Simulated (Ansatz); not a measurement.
# Cu wire along [110], 35 atoms a period: bands along the axis

Wanted: the relaxed geometry and the bands of the Cu wire along [110], 35 atoms a period.

Method: DFT PBE, plane waves, PAW; relaxation of a wire's period; PAW set soft_1, in the first sound run; inputs show where later runs differ, in Ansatz 0.2.0.

## Step 1: Starting point

The cell holds 35 atoms: 35 Cu. Cell: a = 17.690 Å, b = 19.634 Å, c = 2.567 Å, α = 90.0°, β = 90.0°, γ = 90.0°. Vacuum lies along a and b. The structure's axis is c.

## Step 2: Relaxing the period

Band widths follow the bond lengths, so the wire is relaxed first. The atoms and the third cell vector are free; the box across stays fixed as vacuum. A Fermi-Dirac smearing is set since the result may be a metal. The pressure printed is a third of the stress's trace over the whole box, vacuum included; only the stress along the axis is relaxed.

File input.yaml:

```yaml
crystal:
  lattice:
    - [17.69, 0.0, 0.0]
    - [0.0, 19.634, 0.0]
    - [0.0, 0.0, 2.5667976157]
  atoms:
    - { symbol: Cu, position: [0.294799322, 0.369267415, 0.0] }
    - { symbol: Cu, position: [0.294799322, 0.238535133, 0.0] }
    - { symbol: Cu, position: [0.294799322, 0.499999696, 0.0] }
    - { symbol: Cu, position: [0.5, 0.369267415, 0.0] }
    - { symbol: Cu, position: [0.5, 0.238535133, 0.0] }
    - { symbol: Cu, position: [0.5, 0.499999696, 0.0] }
    - { symbol: Cu, position: [0.705200678, 0.369267415, 0.0] }
    - { symbol: Cu, position: [0.705200678, 0.238535133, 0.0] }
    - { symbol: Cu, position: [0.705200678, 0.499999696, 0.0] }
    - { symbol: Cu, position: [0.192198982, 0.303901274, 0.5] }
    - { symbol: Cu, position: [0.192198982, 0.434633556, 0.5] }
    - { symbol: Cu, position: [0.192198982, 0.565365837, 0.5] }
    - { symbol: Cu, position: [0.192198982, 0.696098119, 0.5] }
    - { symbol: Cu, position: [0.397399661, 0.173168993, 0.5] }
    - { symbol: Cu, position: [0.397399661, 0.303901274, 0.5] }
    - { symbol: Cu, position: [0.397399661, 0.434633556, 0.5] }
    - { symbol: Cu, position: [0.397399661, 0.565365837, 0.5] }
    - { symbol: Cu, position: [0.397399661, 0.696098119, 0.5] }
    - { symbol: Cu, position: [0.397399661, 0.8268304, 0.5] }
    - { symbol: Cu, position: [0.602600339, 0.173168993, 0.5] }
    - { symbol: Cu, position: [0.602600339, 0.303901274, 0.5] }
    - { symbol: Cu, position: [0.602600339, 0.434633556, 0.5] }
    - { symbol: Cu, position: [0.602600339, 0.565365837, 0.5] }
    - { symbol: Cu, position: [0.602600339, 0.696098119, 0.5] }
    - { symbol: Cu, position: [0.602600339, 0.8268304, 0.5] }
    - { symbol: Cu, position: [0.807801018, 0.303901274, 0.5] }
    - { symbol: Cu, position: [0.807801018, 0.434633556, 0.5] }
    - { symbol: Cu, position: [0.807801018, 0.565365837, 0.5] }
    - { symbol: Cu, position: [0.807801018, 0.696098119, 0.5] }
    - { symbol: Cu, position: [0.294799322, 0.630731978, 0.0] }
    - { symbol: Cu, position: [0.294799322, 0.761464259, 0.0] }
    - { symbol: Cu, position: [0.5, 0.630731978, 0.0] }
    - { symbol: Cu, position: [0.5, 0.761464259, 0.0] }
    - { symbol: Cu, position: [0.705200678, 0.630731978, 0.0] }
    - { symbol: Cu, position: [0.705200678, 0.761464259, 0.0] }
kpoints:
  mp_grid: { grid: [1, 1, 32] }
scf:
  occupations: { method: fermi_dirac, width: 0.05 }
hamiltonian:
  xc: pbe
  pseudopotentials: { kind: paw, azcp: { folder: soft_1 } }
relax:
  cell: { fix: [a, b, alpha, beta, gamma] }
  max_steps: 45
  f_tol: 0.03
```

Command:

```sh
$ ansatz run input.yaml --threads 16 --pin off --max-ram 61440MiB --backend cuda --events-out ev --progress --plain --runs-dir out --max-vram 78GiB
```

Numbers of over 12 decimals in the logs are rounded to 6 here.

The log of the run:

```text
Engine: ansatz 0.2.0, aarch64-unknown-linux-gnu
Pseudopotentials: kind: paw
Pseudopotential: Cu, paw, valence charge 19, recommended cutoff 420 eV (normal), soft_1/Cu.paw.azcp
Functional definition: PBE
  parameter kappa = 0.804
  parameter beta = 0.066725
  exchange = pbe_x(kappa = kappa, mu = beta*pi^2/3)
  correlation = pbe_c(beta = beta)
concurrent solve slots: 9 of 16 are kept, ahead of what memory takes: no pass of the eigensolver takes more rounds on 9
[...]
Crystal: 35 atoms, lattice volume = 891.514 Å³
Basis set: ecut = 420 eV, 17451 PW (Γ), exchange–correlation on 240×270×36 points (8 copies of the dense FFT grid, shifted against one another)
Bands: 399, of which v1, the nominal top of the filled ones, is band 333 counted from 1 (332 counted from 0)
Symmetry: 8 space group operations
Space group: Pmmm (ITA 47), of the structure as read, at distance tolerance 9.6e-5 Å
k-points: 17 of 32
Non-local potential: Cu, projectors of the file, l = 0: 3, l = 1: 2, l = 2: 3, l = 3: 1
PAW form: soft (Blöchl's): semilocal exchange-correlation on the pseudo side does not see the compensation charge
PAW one-centre angular grid: Cu, 590 points (default); XC on 64 Gauss nodes
Initial density: superposition of atomic densities (neutral atoms: chi_scale 0, normalization atom)
Initial wavefunctions: pseudopotential atomic-orbital guess
[...]
Functional: x = pbe(κ = 0.804, μ = 0.219515), c = pbe(β = 0.066725)
SCF iter   1: F=—  HF=-231896.851951 eV  |F-HF|=—  |Δ(HF+E_count)|=         —  Δρ=1.67e-1  dr2=1.53e2  ethr=3.10e-3  ⟨swp⟩=6.1  Hψ=25688  notcnv=0  defer=297
preconditioner: auto → LDOS  [metal: Δε(μ)=0.021 eV  Ē_g=7.283 eV  σ=0.050 eV  W_gap=0.11  n_scr=228 (ndim 8)  ℏωp=24.4 eV  f_vac=0.476  D(μ)=17.15/eV (n_scr^D=92)  β→1.0]
SCF iter   2: F=—  HF=-232066.971245 eV  |F-HF|=—  |Δ(HF+E_count)|=    1.70e2  Δρ=3.42e-1  dr2=6.27e2  ethr=3.10e-3  ⟨swp⟩=4.0  Hψ=20412  notcnv=0  defer=845  recentre
[...]
SCF iter  15: F=-231869.894965 eV  HF=-231869.894965 eV  |F-HF|=2.60e-8  |Δ(HF+E_count)|=   4.96e-8  Δρ=2.41e-6  dr2=5.52e-8  ethr=1.50e-11  ⟨swp⟩=3.0  Hψ=24779  notcnv=0
SCF 1 converged in 15 iterations: F = -231869.894965 eV  dr2 = 5.52e-8
  greatest PAW one-centre occupation: 1.000 electrons in one spin orbital (limit 2), on the Cu atom at site 24 (counted from 0), in its partial waves of l = 0
relax step   1: F+E_penalty+E_count = -231869.89496454 eV  Δ(F+E_penalty+E_count) = +0.000e0 eV  max|allowed force component| = 5.005e-1 eV/Å  Δτ_max = 0.0000 Å  P = -1.941 GPa  Ω = 891.514 Å³  fix = [a, b, alpha, beta, gamma]  reactions: a -1.639, b -1.871 GPa  (15 SCF iters, dr2 threshold 1.00e-7 eV, accepted)
concurrent solve slots: 9 of 16 are kept, ahead of what memory takes: no pass of the eigensolver takes more rounds on 9
[...]
Crystal: 35 atoms, lattice volume = 884.869 Å³
Basis set: ecut = 420 eV, 17299 PW (Γ), exchange–correlation on 240×270×36 points (8 copies of the dense FFT grid, shifted against one another)
[...]
iter 1 solved again at ethr=3.28e-5 eV; its pass at ethr=3.10e-3 eV (dr2=2.18e-1 eV) is discarded
SCF iter   1: F=—  HF=-231870.192156 eV  |F-HF|=—  |Δ(HF+E_count)|=         —  Δρ=6.71e-3  dr2=2.23e-1  ethr=3.28e-5  ⟨swp⟩=3.1  Hψ=32371  notcnv=0
preconditioner: auto → LDOS  [metal: Δε(μ)=0.041 eV  Ē_g=8.075 eV  σ=0.050 eV  W_gap=0.20  n_scr=228 (ndim 8)  ℏωp=24.5 eV  f_vac=0.479  D(μ)=12.20/eV (n_scr^D=68)  β→1.0]
SCF iter   2: F=—  HF=-231870.343175 eV  |F-HF|=—  |Δ(HF+E_count)|=   1.51e-1  Δρ=1.37e-2  dr2=9.42e-1  ethr=3.28e-5  ⟨swp⟩=3.0  Hψ=14984  notcnv=0  recentre
[...]
SCF iter   9: F=-231870.146523 eV  HF=-231870.146523 eV  |F-HF|=1.29e-7  |Δ(HF+E_count)|=   9.77e-8  Δρ=9.27e-6  dr2=5.49e-7  ethr=5.26e-10  ⟨swp⟩=3.6  Hψ=18371  notcnv=0
SCF 2 converged in 9 iterations: F = -231870.146523 eV  dr2 = 5.49e-7
relax step   2: F+E_penalty+E_count = -231870.14652315 eV  Δ(F+E_penalty+E_count) = -2.516e-1 eV  max|allowed force component| = 2.954e-1 eV/Å  Δτ_max = 0.0640 Å  P = -0.940 GPa  Ω = 884.869 Å³  energy of the carried Pulay correction = +2.510e-3 eV  fix = [a, b, alpha, beta, gamma]  reactions: a -0.716, b -0.893 GPa  (9 SCF iters, dr2 threshold 3.50e-6 eV, accepted)
[...]
SCF 3 converged in 9 iterations: F = -231870.264294 eV  dr2 = 1.68e-6
[...]
SCF 4 converged in 9 iterations: F = -231870.267557 eV  dr2 = 1.14e-7
[...]
SCF 5 converged in 8 iterations: F = -231870.271124 eV  dr2 = 1.65e-7
[...]
SCF 6 converged in 10 iterations: F = -231870.264471 eV  dr2 = 1.07e-10
[...]
SCF converged after 10 iterations
[...]
--- Relaxed structure (5 steps of the walk, 5 accepted, 1 SCFs on fresh bases) ---
  F+E_penalty+E_count = -231870.26447079 eV   max|allowed force component| = 4.753e-3 eV/Å   (the final SCF, on the basis selected at the relaxed cell)
  cell:  # Å, volume = 875.5346 Å³
    - [17.69, 0.0, 0.0]
    - [0.0, 19.634, 0.0]
    - [0.0, 0.0, 2.520790]
  atoms:
    - { symbol: Cu, position: [0.292741, 0.371276, 0.0] }
    - { symbol: Cu, position: [0.292236, 0.240239, 0.0] }
    - { symbol: Cu, position: [0.291544, 0.500000, 0.0] }
    - { symbol: Cu, position: [0.500000, 0.370548, 0.0] }
    - { symbol: Cu, position: [0.500000, 0.237970, 0.0] }
    - { symbol: Cu, position: [0.500000, 0.500000, 0.0] }
    - { symbol: Cu, position: [0.707259, 0.371276, 0.0] }
    - { symbol: Cu, position: [0.707764, 0.240239, 0.0] }
    - { symbol: Cu, position: [0.708456, 0.500000, 0.0] }
    - { symbol: Cu, position: [0.195072, 0.307417, 0.500000] }
    - { symbol: Cu, position: [0.190128, 0.435823, 0.500000] }
    - { symbol: Cu, position: [0.190128, 0.564177, 0.500000] }
    - { symbol: Cu, position: [0.195072, 0.692583, 0.500000] }
    - { symbol: Cu, position: [0.395111, 0.181038, 0.500000] }
    - { symbol: Cu, position: [0.397104, 0.306556, 0.500000] }
    - { symbol: Cu, position: [0.396013, 0.435544, 0.500000] }
    - { symbol: Cu, position: [0.396013, 0.564456, 0.500000] }
    - { symbol: Cu, position: [0.397104, 0.693444, 0.500000] }
    - { symbol: Cu, position: [0.395111, 0.818962, 0.500000] }
    - { symbol: Cu, position: [0.604889, 0.181038, 0.500000] }
    - { symbol: Cu, position: [0.602896, 0.306556, 0.500000] }
    - { symbol: Cu, position: [0.603987, 0.435544, 0.500000] }
    - { symbol: Cu, position: [0.603987, 0.564456, 0.500000] }
    - { symbol: Cu, position: [0.602896, 0.693444, 0.500000] }
    - { symbol: Cu, position: [0.604889, 0.818962, 0.500000] }
    - { symbol: Cu, position: [0.804928, 0.307417, 0.500000] }
    - { symbol: Cu, position: [0.809872, 0.435823, 0.500000] }
    - { symbol: Cu, position: [0.809872, 0.564177, 0.500000] }
    - { symbol: Cu, position: [0.804928, 0.692583, 0.500000] }
    - { symbol: Cu, position: [0.292741, 0.628724, 0.0] }
    - { symbol: Cu, position: [0.292236, 0.759761, 0.0] }
    - { symbol: Cu, position: [0.500000, 0.629452, 0.0] }
    - { symbol: Cu, position: [0.500000, 0.762030, 0.0] }
    - { symbol: Cu, position: [0.707259, 0.628724, 0.0] }
    - { symbol: Cu, position: [0.707764, 0.759761, 0.0] }
```

Run time: 18 s. Hardware: 1 × NVIDIA GB200 with 16 threads of Arm Neoverse V2, shared host; peak memory 1.5 GiB; 1.8 min of CPU time.

Step by step:

```csv
step,energy less that of the first step (eV),largest force component (eV/Å),pressure (GPa),volume (Å³)
1,0.0000,0.5005,-1.94,891.51
2,-0.2516,0.2954,-0.94,884.87
3,-0.3693,0.0660,0.24,875.87
4,-0.3726,0.0569,-0.09,876.04
5,-0.3762,0.0048,0.00,875.53
6,-0.3695,0.0048,0.01,875.53
```

The log counts 1 steps on a newly chosen plane-wave basis, not all of them marked here; energy and pressure can jump at such steps.

Forces are held to the 8 operations that the run works with; a distortion that breaks them can't arise in this run.

```csv
cell as run,before,after,change
c (Å),2.567,2.521,-1.8 %
```

The atoms that moved most (Å, along periodic axes as changes of fractional coordinates times the final cell, across vacuum about the mean position):

```csv
atom,dx,dy,dz,length
Cu19,-0.040,-0.154,0.000,0.160
Cu25,0.040,-0.154,0.000,0.160
Cu14,-0.040,0.154,0.000,0.160
Cu20,0.040,0.154,0.000,0.160
Cu29,-0.051,-0.069,0.000,0.086
Cu13,0.051,-0.069,0.000,0.086
Cu26,-0.051,0.069,0.000,0.086
Cu10,0.051,0.069,0.000,0.086
```

This step gave:

```
energy at zero smearing    : -231870.2154 eV
cell length along the wire : 2.521 Å
```

The cell's length comes to 2.521 Å with spin left out.

## Step 3: The perfect wire

This step: DFT PBE, plane waves, PAW; bands of a perfect wire; PAW set soft_1 (Ansatz 0.2.0).

At the relaxed period the bands are computed along the axis; those that cross an energy going forward count the channels that a perfect wire would open there.

File input.yaml:

```yaml
crystal:
  lattice:
    - [17.69, 0.0, 0.0]
    - [0.0, 19.634, 0.0]
    - [0.0, 0.0, 2.5207900488]
  atoms:
    - { symbol: Cu, position: [0.292741233, 0.371275742, 0.0] }
    - { symbol: Cu, position: [0.292236287, 0.240238638, 0.0] }
    - { symbol: Cu, position: [0.291544127, 0.5, 0.0] }
    - { symbol: Cu, position: [0.5, 0.370548465, 0.0] }
    - { symbol: Cu, position: [0.5, 0.237970176, 0.0] }
    - { symbol: Cu, position: [0.5, 0.5, 0.0] }
    - { symbol: Cu, position: [0.707258767, 0.371275742, 0.0] }
    - { symbol: Cu, position: [0.707763713, 0.240238638, 0.0] }
    - { symbol: Cu, position: [0.708455873, 0.5, 0.0] }
    - { symbol: Cu, position: [0.195072258, 0.30741689, 0.5] }
    - { symbol: Cu, position: [0.190127981, 0.435822734, 0.5] }
    - { symbol: Cu, position: [0.190127981, 0.564177266, 0.5] }
    - { symbol: Cu, position: [0.195072258, 0.69258311, 0.5] }
    - { symbol: Cu, position: [0.395111235, 0.181037863, 0.5] }
    - { symbol: Cu, position: [0.397104117, 0.306556363, 0.5] }
    - { symbol: Cu, position: [0.396012952, 0.435543977, 0.5] }
    - { symbol: Cu, position: [0.396012952, 0.564456023, 0.5] }
    - { symbol: Cu, position: [0.397104117, 0.693443637, 0.5] }
    - { symbol: Cu, position: [0.395111235, 0.818962137, 0.5] }
    - { symbol: Cu, position: [0.604888765, 0.181037863, 0.5] }
    - { symbol: Cu, position: [0.602895883, 0.306556363, 0.5] }
    - { symbol: Cu, position: [0.603987048, 0.435543977, 0.5] }
    - { symbol: Cu, position: [0.603987048, 0.564456023, 0.5] }
    - { symbol: Cu, position: [0.602895883, 0.693443637, 0.5] }
    - { symbol: Cu, position: [0.604888765, 0.818962137, 0.5] }
    - { symbol: Cu, position: [0.804927742, 0.30741689, 0.5] }
    - { symbol: Cu, position: [0.809872019, 0.435822734, 0.5] }
    - { symbol: Cu, position: [0.809872019, 0.564177266, 0.5] }
    - { symbol: Cu, position: [0.804927742, 0.69258311, 0.5] }
    - { symbol: Cu, position: [0.292741233, 0.628724258, 0.0] }
    - { symbol: Cu, position: [0.292236287, 0.759761362, 0.0] }
    - { symbol: Cu, position: [0.5, 0.629451535, 0.0] }
    - { symbol: Cu, position: [0.5, 0.762029824, 0.0] }
    - { symbol: Cu, position: [0.707258767, 0.628724258, 0.0] }
    - { symbol: Cu, position: [0.707763713, 0.759761362, 0.0] }
kpoints:
  mp_grid: { grid: [1, 1, 32] }
  band_path: { path: ["Γ", Z], npoints: 90 }
scf:
  occupations: { method: fermi_dirac, width: 0.05 }
hamiltonian:
  xc: pbe
  pseudopotentials: { kind: paw, azcp: { folder: soft_1 } }
output:
  dos: { e_range: [-5, 4] }
  write_potential: true
  write_density: true
  volumetric_format: npy
```

The log of the run:

```text
[...]
Crystal: 35 atoms, lattice volume = 875.535 Å³
Basis set: ecut = 420 eV, 17091 PW (Γ)
Bands: 399, of which v1, the nominal top of the filled ones, is band 333 counted from 1 (332 counted from 0)
[... 1 set-up line as in the run before ...]
[...]
k-points: 17 of 32
[...]
SCF iter   1: F=—  HF=-231897.930686 eV  |F-HF|=—  |Δ(HF+E_count)|=         —  Δρ=1.70e-1  dr2=1.55e2  ethr=3.10e-3  ⟨swp⟩=6.1  Hψ=25836  notcnv=0  defer=311
[...]
SCF iter   6: F=—  HF=-231870.258594 eV  |F-HF|=—  |Δ(HF+E_count)|=   3.98e-2  Δρ=2.46e-3  dr2=3.07e-2  ethr=1.27e-5  ⟨swp⟩=2.3  Hψ=10435  notcnv=0  defer=886
[...]
SCF iter  13: F=—  HF=-231870.264527 eV  |F-HF|=—  |Δ(HF+E_count)|=   1.01e-6  Δρ=8.21e-6  dr2=6.37e-7  ethr=5.94e-10  ⟨swp⟩=2.0  Hψ=9030  notcnv=0  defer=886
[...]
SCF iter  15: F=-231870.264527 eV  HF=-231870.264527 eV  |F-HF|=4.39e-9  |Δ(HF+E_count)|=   1.84e-8  Δρ=1.65e-6  dr2=2.48e-8  ethr=1.50e-11  ⟨swp⟩=10.7  Hψ=30342  notcnv=0
SCF 1 converged in 15 iterations: F = -231870.264527 eV  dr2 = 2.48e-8
[...]
NSCF: frozen V_eff on 91 k-points
[...]
SCF converged after 15 iterations
[...]
```

Elapsed: 18 s, on 1 × NVIDIA GB200 with 16 threads; peak memory 3.3 GiB.

This step gave:

```
band gap on the path through both edges : 0 eV
```

Electronic bands along the path, in eV, zero at the Fermi level; # counts the bands kept:

```csv
point,#58,#59,#60,#61,#62,#63,#64,#65
Γ,-1.38,-1.34,-1.34,-1.33,-1.32,-1.15,-1.12,-1.03
halfway,-0.82,-0.69,-0.52,-0.40,0.02,0.13,0.30,0.37
Z,0.61,0.97,1.09,1.10,1.14,1.17,1.32,1.59
```

Between Γ and Z the bands cross the Fermi level 22 times, so a perfect wire would conduct at least 22 G₀, with spin left out.

## Step 4: Results

* cell length, PBE: 2.521 Å
* ballistic conductance by band crossings, a lower bound, PBE: 22 G₀

**Reading.** Under PBE the cell's length is 2.52 Å, and the bands cross the Fermi level 22 times between Γ and Z, which gives a perfect wire at least 22 G₀ (opposite crossings within one step of the path cancel in such a count).

[Logs are printed without paths, hosts, clocks, repeated set-up lines and the standing remarks that a program may print on its own settings, such as how far it seeks lower states.]

[Hosts, paths, dates, database ids (printed as entryN), source tags and the programs' standing remarks are cut or masked in the printed files.]
